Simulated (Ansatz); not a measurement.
## LaIrS3 (built on the sites of a database entry of LaCoO3): relaxing the cell for a phonon run: cost of one run

Ansatz 0.2.0; DFT PBEsol, scalar-relativistic, plane waves, PseudoDojo norm-conserving pseudopotentials. The cell holds 5 atoms.

The structure was built from a prototype and need not be the compound's stable phase.

File input.yaml:

```yaml
crystal:
  lattice:
    - [4.08918, 0.0, 0.0]
    - [0.0, 4.08918, 0.0]
    - [0.0, 0.0, 4.08918]
  atoms:
    - { symbol: La, position: [0.0, 0.0, 0.0] }
    - { symbol: Ir, position: [0.5, 0.5, 0.5] }
    - { symbol: S, position: [0.5, 0.5, 0.0] }
    - { symbol: S, position: [0.0, 0.5, 0.5] }
    - { symbol: S, position: [0.5, 0.0, 0.5] }
kpoints:
  mp_grid: { grid: [6, 6, 6] }
hamiltonian:
  xc: pbesol
  pseudopotentials: { kind: nc, accuracy: standard }
scf:
  occupations: { method: gaussian, width: 0.1 }
output:
  forces: true
  stress: true
  eigenvalues: true
relax:
  adjacent_minimum: "off"
  f_tol: 0.05
  max_steps: 80
  cell: { stress_tol: 0.5 }
```

Started as:

```sh
$ ansatz run input.yaml --threads 8 --pin off --max-ram 14336MiB --backend cpu --events-out ev --progress --plain --runs-dir out
```

The cutoff in use is 1497 eV. For reference, a run of the same kind (5 atoms, 35 k-points, 28 bands and 13,133 plane waves; 25 SCF cycles) took 48 s and 1.6 GiB on the same hardware.

What time and memory should one allow on 8 threads of Arm Neoverse N1, shared host?

At two electrons a band, the 46 electrons need 23 bands, and 5 more are carried. Symmetry cuts the 6×6×6 mesh from 216 to 20 points. The run has 20 k-points, 28 bands and 13,133 plane waves. Taking the work of a cycle as k-points × spins × bands × plane waves, that is 0.57 times the reference, or 27 s at the reference's 25 cycles. The run needed 42 SCF cycles over 6 ionic steps, which makes it about 46 s. One copy of the wavefunctions takes 0.11 GiB at 16 bytes a coefficient, against 0.19 GiB in the reference; grids, projectors and work arrays come on top. Measured: about 37 s, with a peak of 1.5 GiB. The estimate holds within 25 %.

[Logs are printed without paths, hosts, clocks, repeated set-up lines and the standing remarks that a program may print on its own settings, such as how far it seeks lower states.]

[Hosts, paths, dates, database ids (printed as entryN), source tags and the programs' standing remarks are cut or masked in the printed files.]
